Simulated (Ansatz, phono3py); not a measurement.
# KCl (Sylvite, Fm-3m): lattice thermal conductivity, part 3 of 4

Wanted: κ(T), lifetimes and mean free paths for KCl (Sylvite).

What experiment has found for this phase:
- thermal conductivity 7.1 W/m/K near room temperature (given in “Combining the AFLOW GIBBS and Elastic Libraries to efficiently and robustly screen thermo-mechanical properties of solids”, 2017, arXiv:1611.05714)
- thermal conductivity 7.1 W/m/K near room temperature (given in “Predicting the lattice thermal conductivity of solids by solving the Boltzmann transport equation: AFLOW - AAPL an automated, accurate and efficient framework”, 2017, arXiv:1611.05481)

Ansatz 0.2.0; DFT LDA, scalar-relativistic, plane waves, PAW.

So far. Step 2 (Probe on a coarse mesh): The start is under -2.0 GPa at this level and looks like an insulator or semiconductor on this mesh. Step 5 (Relaxing to small residual forces and stress): The residual pressure is -0.0094 GPa, small enough for phonons. The relaxed cell has a = 6.077 Å (conventional setting).

### 6. Third-order constants and the Boltzmann equation

Pairs of atoms inside the cutoff are displaced in a supercell, the forces give the cubic constants, and these give the three-phonon rates of the Boltzmann equation.

input.yaml

```yaml
crystal:
  lattice:
    - [0.0, 3.0385033763, 3.0385033763]
    - [3.0385033763, 0.0, 3.0385033763]
    - [3.0385033763, 3.0385033763, 0.0]
  atoms:
    - { symbol: K, position: [0.0, 0.0, 0.0] }
    - { symbol: Cl, position: [0.5, 0.5, 0.5] }
kpoints:
  mp_grid: { grid: [6, 6, 6] }
hamiltonian:
  xc: lda
scf:
  occupations: { method: fixed }
output:
  eigenvalues: true
phonons:
  method: fd
  dielectric: true
  qmesh: [6, 6, 6]
  temperatures: { t_max: 1000, t_step: 50 }
  qpath:
    path:
      - [[0.0, 0.0, 0.0], [0.5, 0.0, 0.5], [0.625, 0.25, 0.625]]
      - [[0.375, 0.375, 0.75], [0.0, 0.0, 0.0], [0.5, 0.5, 0.5], [0.5, 0.25, 0.75], [0.5, 0.0, 0.5]]
    npoints: 10
  third_order: { supercell: [3, 3, 3], pair_cutoff: 4.447 }
  lattice_thermal_conductivity:
    qmesh: [17, 17, 17]
    temperatures: [100.0, 150.0, 200.0, 300.0, 400.0, 500.0, 600.0, 800.0]
    isotope_mass_variance:
      - { species: Cl, variance: 0.0005827 }
      - { species: K, variance: 0.000164 }
```

Command:

```console
> ansatz run input.yaml --threads 4 --pin off --max-ram 16384MiB --backend cpu --events-out ev --progress --plain --runs-dir out
```

Numbers of over 12 decimals in the logs are rounded to 6 here.

The log of the run:

```text
Warning: phonons.dielectric: true without phonons.rigid_motions: the static dielectric tensor ε⁰ will be withheld (ε∞, Z* and the rows of modes are given); for a crystal or a slab, whose only rigid motions are the translations, set phonons.rigid_motions: translations
[...]
Crystal: 12 atoms, lattice volume = 336.636 Å³
Basis set: ecut = 420 eV, 6541 PW (Γ), FFT grids on a1, −a1+a2+a3, −a1+a3
Bands: 60, of which v1, the nominal top of the filled ones, is band 48 counted from 1 (47 counted from 0)
Symmetry: 24 space group operations
k-points: 16 of 36
[...]
SCF iter   1: F=—  HF=-15265.751463 eV  |F-HF|=—  |Δ(HF+E_count)|=         —  Δρ=6.18e-8  dr2=6.96e-12  ethr=1.00e-12  ⟨swp⟩=3.0  Hψ=2441  notcnv=0
[...]
SCF iter   2: F=-15265.751463 eV  HF=-15265.751463 eV  |F-HF|=5.46e-12  |Δ(HF+E_count)|=  5.46e-12  Δρ=3.50e-8  dr2=2.57e-12  ethr=1.00e-12  ⟨swp⟩=2.2  Hψ=1814  notcnv=0
SCF 1 converged in 2 iterations: F = -15265.751463 eV  dr2 = 2.57e-12
[...]
Crystal: 2 atoms, lattice volume = 56.106 Å³
Basis set: ecut = 420 eV, 1067 PW (Γ), exchange–correlation on 60×60×60 points (8 copies of the dense FFT grid, shifted against one another)
Bands: 12, of which v1, the nominal top of the filled ones, is band 8 counted from 1 (7 counted from 0)
Symmetry: 48 space group operations
k-points: 30 of 216 (irreducible under 8 space group operations, time reversal used)
[...]
SCF iter   3: F=-2544.291911 eV  HF=-2544.291911 eV  |F-HF|=7.09e-11  |Δ(HF+E_count)|=  1.36e-10  Δρ=4.59e-7  dr2=9.23e-11  ethr=1.00e-12  ⟨swp⟩=4.1  Hψ=1769  notcnv=0
SCF 2 converged in 3 iterations: F = -2544.291911 eV  dr2 = 9.23e-11
[...]
NSCF: frozen V_eff on 2 k-points
DFPT response loops at Γ: preconditioner auto → none (the input reference at scf.mixing.eps_inf says where Resta's filter doesn't serve); β = 0.50; Broyden in place of MSR1
Symmetry: 2 space group operations
k-points: 16 of 36 (time reversal used)
[...]
SCF iter   6: F=-15265.751455 eV  HF=-15265.751455 eV  |F-HF|=0.00e0  |Δ(HF+E_count)|=  3.64e-11  Δρ=3.56e-8  dr2=5.40e-12  ethr=1.00e-12  ⟨swp⟩=4.0  Hψ=4059  notcnv=0
SCF 3 converged in 6 iterations: F = -15265.751455 eV  dr2 = 5.40e-12
[...]
Symmetry: 1 space group operations
k-points: 20 of 36 (time reversal used)
[...]
SCF iter   7: F=-15265.751455 eV  HF=-15265.751455 eV  |F-HF|=1.82e-12  |Δ(HF+E_count)|=  5.46e-12  Δρ=1.44e-8  dr2=7.11e-13  ethr=1.00e-12  ⟨swp⟩=5.0  Hψ=4520  notcnv=0
SCF 4 converged in 7 iterations: F = -15265.751455 eV  dr2 = 7.11e-13
[...]
SCF iter   6: F=-15265.751455 eV  HF=-15265.751455 eV  |F-HF|=3.64e-12  |Δ(HF+E_count)|=  1.46e-11  Δρ=2.24e-8  dr2=2.08e-12  ethr=1.00e-12  ⟨swp⟩=5.0  Hψ=3976  notcnv=0
SCF 5 converged in 6 iterations: F = -15265.751455 eV  dr2 = 2.08e-12
[...]
SCF iter   3: F=-15265.751455 eV  HF=-15265.751455 eV  |F-HF|=0.00e0  |Δ(HF+E_count)|=    0.00e0  Δρ=3.10e-8  dr2=1.27e-12  ethr=1.00e-12  ⟨swp⟩=5.0  Hψ=3567  notcnv=0
SCF 6 converged in 3 iterations: F = -15265.751455 eV  dr2 = 1.27e-12
[...]
SCF iter   6: F=-15265.751456 eV  HF=-15265.751456 eV  |F-HF|=0.00e0  |Δ(HF+E_count)|=  3.64e-12  Δρ=2.10e-8  dr2=1.52e-12  ethr=1.00e-12  ⟨swp⟩=5.0  Hψ=4899  notcnv=0
SCF 7 converged in 6 iterations: F = -15265.751456 eV  dr2 = 1.52e-12
[...]
SCF iter   3: F=-15265.751456 eV  HF=-15265.751456 eV  |F-HF|=0.00e0  |Δ(HF+E_count)|=  1.82e-12  Δρ=2.90e-8  dr2=1.12e-12  ethr=1.00e-12  ⟨swp⟩=5.0  Hψ=4464  notcnv=0
SCF 8 converged in 3 iterations: F = -15265.751456 eV  dr2 = 1.12e-12
Basis set: ecut = 420 eV, 6577 PW (Γ), FFT grids on a1, a2, −3a1−3a2+a3
SCF iter   1: F=—  HF=-15265.751463 eV  |F-HF|=—  |Δ(HF+E_count)|=         —  Δρ=6.15e-8  dr2=6.84e-12  ethr=1.00e-12  ⟨swp⟩=3.0  Hψ=2384  notcnv=0
[...]
SCF 9 converged in 2 iterations: F = -15265.751463 eV  dr2 = 2.50e-12
[...]
SCF 10 converged in 7 iterations: F = -15265.751456 eV  dr2 = 7.25e-13
[...]
SCF 11 converged in 6 iterations: F = -15265.751456 eV  dr2 = 2.00e-12
Basis set: ecut = 420 eV, 6593 PW (Γ), FFT grids on a1, a1+a2, 2a1+a3
k-points: 15 of 36
[...]
SCF 12 converged in 2 iterations: F = -15265.751463 eV  dr2 = 4.07e-12
[...]
SCF 13 converged in 7 iterations: F = -15265.751456 eV  dr2 = 6.97e-13
[...]
k-points: 15 of 36 (time reversal used)
[...]
SCF 14 converged in 6 iterations: F = -15265.751456 eV  dr2 = 5.28e-12
[...]
SCF 15 converged in 6 iterations: F = -15265.751456 eV  dr2 = 1.69e-12
[...]
SCF 16 converged in 3 iterations: F = -15265.751456 eV  dr2 = 1.19e-12
[...]
SCF 17 converged in 6 iterations: F = -15265.751456 eV  dr2 = 1.90e-12
Basis set: ecut = 420 eV, 6575 PW (Γ), FFT grids on a1, 2a1+a2−a3, −a1+a3
k-points: 13 of 36
[...]
SCF 18 converged in 2 iterations: F = -15265.751463 eV  dr2 = 2.58e-12
k-points: 13 of 36 (time reversal used)
[...]
SCF 19 converged in 7 iterations: F = -15265.751455 eV  dr2 = 6.57e-13
[...]
SCF 20 converged in 7 iterations: F = -15265.751456 eV  dr2 = 6.65e-13
[...]
SCF 21 converged in 6 iterations: F = -15265.751456 eV  dr2 = 2.33e-12
[...]
SCF 22 converged in 6 iterations: F = -15265.751457 eV  dr2 = 1.66e-12
Basis set: ecut = 420 eV, 6525 PW (Γ), FFT grids on a1, a2, −a1+a2+a3
[...]
SCF 23 converged in 2 iterations: F = -15265.751463 eV  dr2 = 2.56e-12
[...]
SCF 24 converged in 7 iterations: F = -15265.751455 eV  dr2 = 6.09e-13
[...]
SCF 25 converged in 7 iterations: F = -15265.751456 eV  dr2 = 8.38e-13
[...]
SCF 26 converged in 6 iterations: F = -15265.751456 eV  dr2 = 2.37e-12
[...]
SCF 94 converged in 7 iterations: F = -68695.878939 eV  dr2 = 9.29e-11
[...]
SCF iter   6: F=-68695.879451 eV  HF=-68695.879451 eV  |F-HF|=2.91e-10  |Δ(HF+E_count)|=   3.78e-9  Δρ=1.77e-7  dr2=6.03e-10  ethr=1.00e-12  ⟨swp⟩=2.4  Hψ=7412  notcnv=0
SCF 95 converged in 6 iterations: F = -68695.879451 eV  dr2 = 6.03e-10
[...]
SCF iter   6: F=-68695.879435 eV  HF=-68695.879435 eV  |F-HF|=2.18e-10  |Δ(HF+E_count)|=   1.22e-9  Δρ=1.75e-7  dr2=5.75e-10  ethr=1.00e-12  ⟨swp⟩=2.0  Hψ=7240  notcnv=0
SCF 96 converged in 6 iterations: F = -68695.879435 eV  dr2 = 5.75e-10
[...]
SCF iter   6: F=-68695.879435 eV  HF=-68695.879435 eV  |F-HF|=2.47e-10  |Δ(HF+E_count)|=   1.34e-9  Δρ=1.74e-7  dr2=5.68e-10  ethr=1.00e-12  ⟨swp⟩=2.1  Hψ=7369  notcnv=0
SCF 97 converged in 6 iterations: F = -68695.879435 eV  dr2 = 5.68e-10
[...]
SCF iter   6: F=-68695.879517 eV  HF=-68695.879517 eV  |F-HF|=2.91e-10  |Δ(HF+E_count)|=   3.09e-9  Δρ=1.70e-7  dr2=5.25e-10  ethr=1.00e-12  ⟨swp⟩=2.1  Hψ=7251  notcnv=0
SCF 98 converged in 6 iterations: F = -68695.879517 eV  dr2 = 5.25e-10
[...]
SCF iter   6: F=-68695.879515 eV  HF=-68695.879515 eV  |F-HF|=3.20e-10  |Δ(HF+E_count)|=   4.64e-9  Δρ=1.75e-7  dr2=5.59e-10  ethr=1.00e-12  ⟨swp⟩=2.2  Hψ=7401  notcnv=0
SCF 99 converged in 6 iterations: F = -68695.879515 eV  dr2 = 5.59e-10
[...]
SCF iter   6: F=-68695.879500 eV  HF=-68695.879500 eV  |F-HF|=2.76e-10  |Δ(HF+E_count)|=   1.43e-9  Δρ=1.70e-7  dr2=5.21e-10  ethr=1.00e-12  ⟨swp⟩=2.2  Hψ=7268  notcnv=0
SCF 100 converged in 6 iterations: F = -68695.879500 eV  dr2 = 5.21e-10
SCF converged after 2 iterations
Free energy (F): -15265.751463 eV
[...]
Internal energy: -15265.751463 eV  (E = F + TS)
E sigma→0 (E₀):  -15265.751463 eV
Fermi energy:    1.340223 eV
[...]
--- Band table (eV; the first three rows and the last of 16) ---
  k-point 0: bands = [... 44 lower, 1.0866, 1.3402, 1.3402, 1.3402, 6.4507, 7.3821, 8.3840, 8.3840, ... 8 higher]
  k-point 1: bands = [... 44 lower, 1.1306, 1.1452, 1.2554, 1.2554, 7.3043, 7.7430, 8.0191, 8.3840, ... 8 higher]
  k-point 2: bands = [... 44 lower, 1.2210, 1.2210, 1.2210, 1.2210, 7.1692, 7.1692, 7.8932, 7.8932, ... 8 higher]
  k-point 15: bands = [... 44 lower, 0.9428, 0.9428, 0.9796, 0.9796, 8.2358, 8.2358, 8.5264, 8.5264, ... 8 higher]
--- Phonons: 38 displaced members + 10 references (amplitude of the first 0.0025 Å, Σ member SCF iterations 221) ---
  ASR residual: 5.313e-4 → 0.000e0 eV/Å²; symmetrization residual: 1.401e-4 eV/Å²
  largest component of a force at the reference: 8.8e-24 eV/Å
  ASR residual per site (eV/Å²): 5.31e-4 1.30e-4
  Γ frequencies (cm⁻¹): 0.00 0.00 0.00 161.23 161.23 161.23
  Unit cell's response to a homogeneous field, on a k mesh of 6×6×6: 1 representative field direction (Σ response iterations 7)
  ε∞ (high-frequency dielectric tensor):
        2.508022    -0.000000    -0.000000
        0.000000     2.508022    -0.000000
        0.000000    -0.000000     2.508022
  ε⁰ (static dielectric tensor): not given — the deck does not say what the cell's rigid motions are, and on a molecule in a box or a wire the rigid rotations would enter the sum over the modes at Γ. For a crystal or a slab, whose only rigid motions are the translations, set phonons.rigid_motions: translations.
  Born effective charges Z* (e; rows j = field, columns β = displacement):
    site 0:
         1.10917    0.00000   -0.00000
        -0.00000    1.10917   -0.00000
        -0.00000   -0.00000    1.10917
    site 1:
        -1.10917   -0.00000    0.00000
         0.00000   -1.10917    0.00000
         0.00000    0.00000   -1.10917
  Z* charge neutrality: 3.968e-5 e pre-enforcement
  k-mesh period / interband length: 25.8 Å / 1.24 Å = 20.88 at k = (0.0000, 0.0000, 0.0000), direct gap 5.110 eV — 14 or more, which is no proof of convergence
  optical modes at Γ without the LO–TO term, one row a degenerate level:
      ω (cm⁻¹)  modes    IR ((D/Å)²/amu)
        161.23      3             4.5798
  optical modes at Γ + LO–TO along q̂ = [1.0000, 0.0000, 0.0000]:
      ω (cm⁻¹)  modes    IR ((D/Å)²/amu)
        161.23      2             3.0532
        221.66      1             1.5266
  optical modes at Γ + LO–TO along q̂ = [0.0000, 1.0000, 0.0000]:
      ω (cm⁻¹)  modes    IR ((D/Å)²/amu)
        161.23      2             3.0532
        221.66      1             1.5266
  optical modes at Γ + LO–TO along q̂ = [0.0000, 0.0000, 1.0000]:
      ω (cm⁻¹)  modes    IR ((D/Å)²/amu)
        161.23      2             3.0532
        221.66      1             1.5266
--- Phonons (by wavevector): 16 wavevectors in 10 supercells ---
  supercell 1 (6 cells, vectors [1, 0, 0], [0, 3, -3], [0, 0, 2] in multiples of the cell's): 6 displaced members by 0.0025 Å; free energy -15265.751463 eV; taken off its force constants: by the sum rule 9.6e-5, by the symmetrisation 6.2e-5 eV/Å²
  symmetry images taken by strict's conditions (phonons.symmetry_images: auto; settled by no image being taken that strict refuses)
[...]
symmetry images taken by loose's conditions (phonons.symmetry_images: auto; settled by the asymmetry read); asymmetry of the core-correction force 6.5e-8 eV/Å at the most on a site, 4.6e-7 eV/Å summed over every site of the supercell
[...]
q = [0.0000, 0.0000, 0.0000] (star 1, supercell 1; hermiticity 8.77e-17, symmetrization 3.57e-6): -0.00 0.00 0.00 161.23 161.23 161.23
[...]
joined force constants: q→R imaginary residual 1.51e-18
  density of states and harmonic sums: on the 18×18×18 q-mesh, interpolated from the force constants of a 6×6×6 supercell (with the dipole–dipole term)
  largest difference from the sums on the solved wave vectors: F 4.34e-3 eV, S 5.49e-6 and C_V 1.15e-6 eV/K
  zero-point energy: 0.047168 eV/cell   skipped modes (ω ≤ 0): 3   left out of the sums: 8.57e-5 of the cell's modes: C_V's classical limit lies that fraction below 3 k_B per atom; for a crystal, a wire or a layer, F and S can be off by more, and a phonons.interpolated_qmesh denser along its periods is the remedy for the sampling
--- Third-order force constants: 50 member SCFs in a 3×3×3 supercell (pair cutoff 4.447 Å, amplitude 0.03 Å, SCF threshold 1.00e-9 eV, Σ member SCF iterations 330) ---
[...]
sum-rule residual: 3.856e-2 → 4.660e-16 eV/Å³; symmetrization residual: 3.248e-3 eV/Å³; largest sum-rule correction relative to its orbit: 1.090e-1, on the orbit of the block of home site 1 with site 1 of cell (-1, 0, 0) and site 1 of cell (-1, 0, 0), whose norm before the correction was 1.475e-1 eV/Å³
--- Lattice thermal conductivity: 17×17×17 mesh (165 irreducible points), tetrahedron method ---
  three-phonon and isotope scattering only; four-phonon, boundary and, in a metal, phonon-electron scattering are left out
  each conductivity is what the modes' populations carry and what the coherences between them add
  conductivity (a third of the tensor's trace), W/(m K), in the relaxation-time approximation and from the full solution:
       T (K)   relaxation time   full solution  iterations             ending  least Ritz value
      100.00           29.5568         37.6617           9          converged          5.114e-1
      150.00           20.0945         26.3220           9          converged          4.941e-1
      200.00           15.3124         20.3509           9          converged          4.843e-1
      300.00           10.4247         14.0588           9          converged          4.734e-1
      400.00            7.9297         10.7680           9          converged          4.676e-1
      500.00            6.4152          8.7428           9          converged          4.639e-1
      600.00            5.3986          7.3709           9          converged          4.614e-1
      800.00            4.1202          5.6310           9          converged          4.582e-1
```

It took 35 min on 4 threads of Arm Neoverse V1, shared host; peak memory 7.9 GiB; 2.3 h of CPU time.

This step gave:

```yaml
gamma_frequencies: 0, 0, 0, 161.2, 161.2, 161.2 cm⁻¹ (negative: imaginary)
lowest_frequency_on_the_path: 0 cm⁻¹
zero_point_energy: 0.04717 eV/cell
point_group: m-3m
highest_frequency: 221.7 cm⁻¹
debye_temperature_from_the_second_moment: 247 K
kappa_at_300_k_relaxation_time: 10.42 W/m/K
kappa_at_300_k_full_solution: 14.06 W/m/K
dipole_term: run
mean_free_path_at_half_of_kappa: 17 nm
share_of_kappa_above_the_three_lowest_branches: 0.124
third_order_blocks: 350
periodic_aliases_dropped: 24
largest_relative_sum_rule_correction: 0.1090
displaced_cells_third_order: 50
```

LO-TO term included. Phonon branches along the path, in cm⁻¹:

```
    point  branch 1  branch 2  branch 3  branch 4  branch 5  branch 6
        Γ         0         0         0       161       161       222
  halfway        41        41       125       163       163       174
        X        57        57       105       166       166       171
  halfway        64        73       102       163       166       170
        U        82        95       105       154       163       169
jump to K        82        95       105       154       163       169
  halfway        51        93       111       139       164       191
        Γ         0         0         0       161       161       222
  halfway        68        68        89       152       152       207
        L       116       116       125       125       158       167
  halfway        98        99       134       136       161       163
        W        86        86       129       134       168       168
  halfway        67        87       100       158       166       170
        X        57        57       105       166       166       171
```

The phonon branches as a text plot (rows in cm⁻¹):

```
    217 |***                        ********
    208 |   *                     **        *
    199 |                        *           *
    189 |    **                 *             *
    180 |                      *               *
    171 |      *    ***********                 ***      ********
    162 |******************* **************      ********     ***
    152 |       **       ** *     **       **   *           **
    143 |       *          **** **           **            *
    134 |        *          *  *               **  ********
    125 |      *  **       * ***              *  **       **
    115 |                    **                  **
    106 |    **     ****  * *  **            *  *  ***      * ***
     97 |               ****    *              *      **    **
     88 |               *  *     *          * *         ****
     79 |   *            ** *    *           *             ** *
     69 |              **    **   **       **                *
     60 |  *        ****       *  **                          ***
     51 |       ****            *   *     **
     42 |      *                 *  *     *
     32 | *  **                   **     *
     23 |   *                       **
     14 | **                         *  *
      5 |*                            **
         Γ           X  U|K            Γ         L        W     X
```

W/m/K. Kappa, by row:

```
T (K)  RTA xx  RTA yy  RTA zz  full xx  full yy  full zz  coherence part xx  coherence part yy  coherence part zz     ending  iterations  least Ritz value
  100   29.56   29.56   29.56    37.66    37.66    37.66            0.04747            0.04747            0.04747  converged           9             0.511
  150   20.09   20.09   20.09    26.32    26.32    26.32            0.06895            0.06895            0.06895  converged           9             0.494
  200   15.31   15.31   15.31    20.35    20.35    20.35            0.08329            0.08329            0.08329  converged           9             0.484
  300   10.42   10.42   10.42    14.06    14.06    14.06             0.1031             0.1031             0.1031  converged           9             0.473
  400    7.93    7.93    7.93    10.77    10.77    10.77              0.118              0.118              0.118  converged           9             0.468
  500   6.415   6.415   6.415    8.743    8.743    8.743             0.1303             0.1303             0.1303  converged           9             0.464
  600   5.399   5.399   5.399    7.371    7.371    7.371             0.1408             0.1408             0.1408  converged           9             0.461
  800    4.12    4.12    4.12    5.631    5.631    5.631             0.1573             0.1573             0.1573  converged           9             0.458
```

Lattice thermal conductivity against temperature:

```
temperature (K)  RTA xx (W/m/K)  full xx (W/m/K)
            100            29.6             37.7
            150            20.1             26.3
            200            15.3             20.4
            300            10.4             14.1
            400            7.93             10.8
            500            6.42             8.74
            600            5.40             7.37
            800            4.12             5.63
```

The modes has structure finer than the step of the table below, so its rows give means over 10 cm⁻¹, whole bins alone (the curve runs from -10 to 238 cm⁻¹). Peaks (cm⁻¹: height): Cl 95.8: 0.0203, 127.0: 0.0292, 165.9: 0.0654; K 106.7: 0.0258, 165.9: 0.0684.

Phonopy on the run's constants, 17x17x17 mesh, Gaussian sigma 2.0 cm⁻¹. Table of modes by wavenumber; means over each step; values in 1/cm⁻¹/cell:

```
wavenumber (cm⁻¹)       Cl        K
                0   2.8e-5   3.1e-5
               10   1.9e-4   2.1e-4
               20   8.6e-4   9.5e-4
               30  0.00181  0.00199
               40  0.00358  0.00394
               50  0.00657  0.00721
               60   0.0118   0.0129
               70   0.0137   0.0151
               80   0.0153   0.0174
               90   0.0166   0.0197
              100   0.0176   0.0232
              110   0.0139   0.0241
              120   0.0167   0.0143
              130   0.0238   0.0179
              140   0.0259   0.0177
              150   0.0305   0.0239
              160   0.0487   0.0442
              170   0.0354   0.0376
              180  0.00622  0.00688
              190  0.00449  0.00465
              200  0.00332  0.00328
              210  0.00226  0.00213
              220   7.8e-4   7.2e-4
              230   1.6e-6   1.6e-6
```

Distinct triplets, nearest first. Third order norms, by row:

```
   sites  side 1 (Å)  side 2 (Å)  side 3 (Å)  norm of the 27 components (eV/Å³)
   K-K-K           0           0           0                                  0
Cl-Cl-Cl           0           0           0                                  0
 K-Cl-Cl           0        3.04        3.04                              4.761
  K-Cl-K           0        3.04        3.04                              4.936
 K-Cl-Cl        3.04        3.04         4.3                              0.044
  K-Cl-K        3.04        3.04         4.3                              0.055
   K-K-K           0         4.3         4.3                              0.291
   K-K-K         4.3         4.3         4.3                               0.01
Cl-Cl-Cl           0         4.3         4.3                               0.15
Cl-Cl-Cl         4.3         4.3         4.3                              0.022
```

(Continued in part 4 of 4.)

[Logs are printed without paths, hosts, clocks, repeated set-up lines and the standing remarks that a program may print on its own settings, such as how far it seeks lower states.]

[Hosts, paths, dates, database ids (printed as entryN), source tags and the programs' standing remarks are cut or masked in the printed files.]

[A step with changed settings may run another functional than the one named; its input shows which.]
